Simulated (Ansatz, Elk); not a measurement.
**Bonding as seen by X-rays: YAl3Au**

The structure of YAl3Au used here is made up (a known structure type with other elements) and was relaxed beforehand with PBE. The aim is the Fourier transform of its all-electron density, F(hkl), set beside the sum over free spherical atoms that refinements use.

Program: Elk 11.2.3 (patched build). Level of theory: DFT, PBE, all-electron APW+lo, Dirac cores, scalar-relativistic bands, static density, no spin. Results are calculated unless marked as measured.

This account leaves out most program logs.

The structure was built from a prototype and need not be the compound's stable phase.

### 1. Set-up

The structure is tetragonal, space group I4mm (No. 107). Conventional cell: a = 4.197 Å, b = 4.197 Å, c = 11.196 Å, α = 90.00°, β = 90.00°, γ = 90.00°. Nearest to Au lie 5 Al at 2.46 to 2.57 Å and 4 Y at 3.30 Å. Y has 8 Al at 3.14 to 3.41 Å and 4 Au at 3.30 Å nearest. Nearest to Al lie 2 Au at 2.57 Å and 6 Al at 2.67 to 2.97 Å and 2 Y at 3.41 Å. Nearest to Al lie 1 Au at 2.46 Å and 4 Al at 2.67 Å and 4 Y at 3.14 Å. Farther neighbours are not listed.

### 2. Ground state and structure factors

An all-electron density is needed, since X-rays see the cores too. Task 0 finds the density and task 195 Fourier-transforms it; tshift is off so that phases refer to the origin typed.

File elk.in:

```
tasks
  0
  195

xctype
  20

spinpol
  .false.

rgkmax
  7.0

gmaxvr
  14.0

lmaxo
  7

lmaxapw
  8

swidth
  0.002

tshift
  .false.

ramdisk
  .false.

hmaxvr
  5.5

maxscl
  120

epspot
  1e-06

sppath
  './'

avec
  -3.96550887285 3.96550887285 10.57894233934
  3.96550887285 -3.96550887285 10.57894233934
  3.96550887285 3.96550887285 -10.57894233934

atoms
  3
  'Au.in'
  1
  0.6179651944 0.6179651944 -0.0000000000   0.000000 0.000000 0.000000
  'Y.in'
  1
  0.9900150249 0.9900150249 -0.0000000000   0.000000 0.000000 0.000000
  'Al.in'
  3
  0.7502405014 0.2502405014 0.5000000000   0.000000 0.000000 0.000000
  0.2502405014 0.7502405014 0.5000000000   0.000000 0.000000 0.000000
  0.3980387778 0.3980387778 -0.0000000000   0.000000 0.000000 0.000000

ngridk
  8 8 8
```

On the command line:

```
> OMP_NUM_THREADS=4 elk
```

Elapsed: 2.3 min, on 4 threads of Arm Neoverse V1, shared host; peak memory 0.23 GiB; 8.2 min of CPU time.

SFACRHO.OUT:

```text

h k l indices transformed by vhmat matrix:
   1.000000000       0.000000000       0.000000000    
   0.000000000       1.000000000       0.000000000    
   0.000000000       0.000000000       1.000000000    

      h      k      l  multipl.   |H|            Re(F)            Im(F)           |F|

      0      0      0      1   0.0000000       157.00000      0.32646898E-16   157.00000    
     -1     -1      1      1  0.59393322       22.587472      -59.702481       63.832438    
      1      1     -1      1  0.59393322       22.587472       59.702481       63.832438    
      0     -1      0      4  0.84605943      -28.510404       45.053060       53.316239    
      1      0      0      4  0.84605943      -28.510404      -45.053060       53.316239    
     -1      1      0      4   1.1203815       91.838394     -0.26115508E-14   91.838394    
     -2     -2      2      1   1.1878664      -26.156386      0.78221186       26.168080    
      2      2     -2      1   1.1878664      -26.156386     -0.78221186       26.168080    
     -2     -1      1      4   1.1921954       76.008220       51.551359       91.841124    
      2      1     -1      4   1.1921954       76.008220      -51.551359       91.841124    
      1      1     -2      4   1.2680739       57.914069       54.799243       79.730775    
     -1     -1      2      4   1.2680739       57.914069      -54.799243       79.730775    
      1     -1     -1      4   1.5844588       118.37817      0.21711363E-14   118.37817    
      2      2     -1      4   1.6328752      -58.398346     -0.72708424       58.402872    
     -2     -2      1      4   1.6328752      -58.398346      0.72708424       58.402872    
      3      2     -3      4   1.6829607       88.243057       24.258459       91.516720    
     -3     -2      2      4   1.6829607       88.243057      -24.258459       91.516720    
      0      2      0      4   1.6921189       19.354777       50.755343       54.320459
```

Elk indexes on the primitive cell of elk.in and gives |H| = 4π sin θ/λ in inverse bohr. Below, one row stands for each form hkl of the conventional cell (m members, Friedel mates merged), F is for one primitive cell and the density is static (no thermal factor). Free-atom factors are Waasmaier and Kirfel's, and R is Σm||F|−|F'||/Σm|F|.

| hkl | m | sin θ/λ (Å⁻¹) | abs F, DFT | neutral atoms | diff. | abs of complex diff. |
| --- | --- | --- | --- | --- | --- | --- |
| 002 | 2 | 0.089 | 63.832 | 64.112 | -0.279 | 0.289 |
| 101 | 8 | 0.127 | 53.316 | 53.480 | -0.164 | 0.178 |
| 110 | 4 | 0.169 | 91.838 | 92.208 | -0.370 | 0.370 |
| 004 | 2 | 0.179 | 26.168 | 26.306 | -0.138 | 0.138 |
| 103 | 8 | 0.179 | 91.841 | 92.092 | -0.251 | 0.270 |
| 112 | 8 | 0.191 | 79.731 | 80.003 | -0.272 | 0.275 |
| 200 | 4 | 0.238 | 118.378 | 118.996 | -0.618 | 0.618 |
| 114 | 8 | 0.246 | 58.403 | 58.966 | -0.564 | 0.564 |
| 105 | 8 | 0.253 | 91.517 | 91.918 | -0.401 | 0.405 |
| 202 | 8 | 0.255 | 54.320 | 54.484 | -0.163 | 0.253 |
| 006 | 2 | 0.268 | 65.702 | 66.024 | -0.322 | 0.470 |
| 211 | 16 | 0.270 | 45.324 | 45.573 | -0.249 | 0.285 |
| 204 | 8 | 0.298 | 23.565 | 23.730 | -0.164 | 0.171 |
| 213 | 16 | 0.298 | 78.771 | 78.958 | -0.188 | 0.190 |
| 116 | 8 | 0.317 | 63.255 | 63.284 | -0.029 | 0.098 |
| 107 | 8 | 0.335 | 32.579 | 32.639 | -0.060 | 0.063 |
| 220 | 4 | 0.337 | 104.213 | 104.261 | -0.048 | 0.048 |
| 215 | 16 | 0.348 | 81.240 | 81.211 | +0.029 | 0.041 |
| 222 | 8 | 0.349 | 48.589 | 48.611 | -0.022 | 0.098 |
| 008 | 2 | 0.357 | 93.886 | 93.876 | +0.010 | 0.021 |
| 206 | 8 | 0.359 | 58.956 | 58.969 | -0.013 | 0.053 |
| 301 | 8 | 0.360 | 41.002 | 41.010 | -0.008 | 0.008 |

### 3. The highest occupied states alone

An energy window below the Fermi level keeps the highest occupied states, to see at which angles they scatter; shallow core shells can lie inside it and anion s states outside. No new self-consistency is needed.

Changes to elk.in since step 2:

```diff
@@ -1,3 +1,2 @@
 tasks
-  0
   195
@@ -40,2 +39,5 @@
 
+wsfac
+  -0.087290 0.580200
+
 sppath
```

On the command line:

```
> OMP_NUM_THREADS=4 elk
```

Wall time 16 s (4 threads); peak memory 0.16 GiB.

States within 10 eV below the Fermi level hold 23.00 electrons; any levels below the window count with the cores. Their amplitudes can exceed the total, where window and core parts have opposite phase:

| hkl | sin θ/λ (Å⁻¹) | abs F, window | abs F, all |
| --- | --- | --- | --- |
| 002 | 0.089 | 6.889 | 63.832 |
| 101 | 0.127 | 7.038 | 53.316 |
| 110 | 0.169 | 4.881 | 91.838 |
| 004 | 0.179 | 4.394 | 26.168 |
| 103 | 0.179 | 4.731 | 91.841 |
| 112 | 0.191 | 4.229 | 79.731 |
| 200 | 0.238 | 2.446 | 118.378 |
| 114 | 0.246 | 2.115 | 58.403 |
| 105 | 0.253 | 2.169 | 91.517 |
| 202 | 0.255 | 2.331 | 54.320 |

### 4. Another functional

The difference from free atoms is small, so it is set against the change that LDA (Perdew-Wang) makes.

Changes to elk.in since step 3:

```diff
@@ -1,2 +1,3 @@
 tasks
+  0
   195
@@ -4,3 +5,3 @@
 xctype
-  20
+  3
 
@@ -39,5 +40,2 @@
 
-wsfac
-  -0.087290 0.580200
-
 sppath
```

On the command line:

```
> OMP_NUM_THREADS=4 elk
```

Elapsed: 1.7 min, on 4 threads; peak memory 0.19 GiB; 6.3 min of CPU time.

Against the first run R = 0.03 %; the largest change is -0.046 at 314.

### 5. Basis size

A smaller basis shows how fast F responds to it; the change is likely larger than the basis error of the first run, but doesn't show convergence.

Changes to elk.in since step 4:

```diff
@@ -5,3 +5,3 @@
 xctype
-  3
+  20
 
@@ -11,3 +11,3 @@
 rgkmax
-  7.0
+  5.5
```

On the command line:

```
> OMP_NUM_THREADS=4 elk
```

It took 92 s on 4 threads; peak memory 0.21 GiB; 5.2 min of CPU time.

Against the first run R = 0.01 %; the largest change is +0.042 at 008.

### 6. Settings against the effect

| run | R against the first run (%) | R against neutral atoms, low angle (%) | wall time |
| --- | --- | --- | --- |
| PBE, rgkmax 7 | 0.00 | 0.42 | 2.3 min |
| LDA (Perdew-Wang) | 0.03 | 0.42 | 1.7 min |
| rgkmax 5.5 | 0.01 | 0.43 | 92 s |

### 7. Results

* R against neutral atoms, sin θ/λ < 0.3 Å⁻¹: 0.42 %
* R against neutral atoms, 0.3 to 0.79 Å⁻¹: 0.15 %

Independent neutral atoms miss the calculated amplitudes by R = 0.42 % below 0.3 Å⁻¹ and 0.15 % from there to 0.79 Å⁻¹; by shells, 0.34 % below 0.15 Å⁻¹ (2 forms), 0.43 % 0.15 to 0.3 (12 forms), 0.08 % 0.3 to 0.45 (21 forms), 0.16 % above 0.45 (114 forms). Bonding, aspherical density and the tables' own atoms all enter these figures, and the runs don't part them. The largest change of an amplitude is -0.62 electrons, at 200. R counts amplitudes alone; phases shift too. The window's part falls from 23.0 electrons at the origin to at most 0.35 between 0.45 and 0.79 Å⁻¹. Below 0.3 Å⁻¹ the changes that finished (LDA (Perdew-Wang) and rgkmax 5.5) move F by R = 0.01 % at most, against the 0.42 % that separates it from free atoms. The k-mesh has no finished test. Spin-orbit coupling is left out, which can matter for elements this heavy. Part of the difference isn't bonding: the tables are fits to free atoms and ions calculated by other methods than this functional. Thermal motion, anomalous dispersion and extinction are left out.

[Logs are printed without paths, hosts, clocks, repeated set-up lines and the standing remarks that a program may print on its own settings, such as how far it seeks lower states.]

[Hosts, paths, dates, database ids (printed as entryN), source tags and the programs' standing remarks are cut or masked in the printed files.]
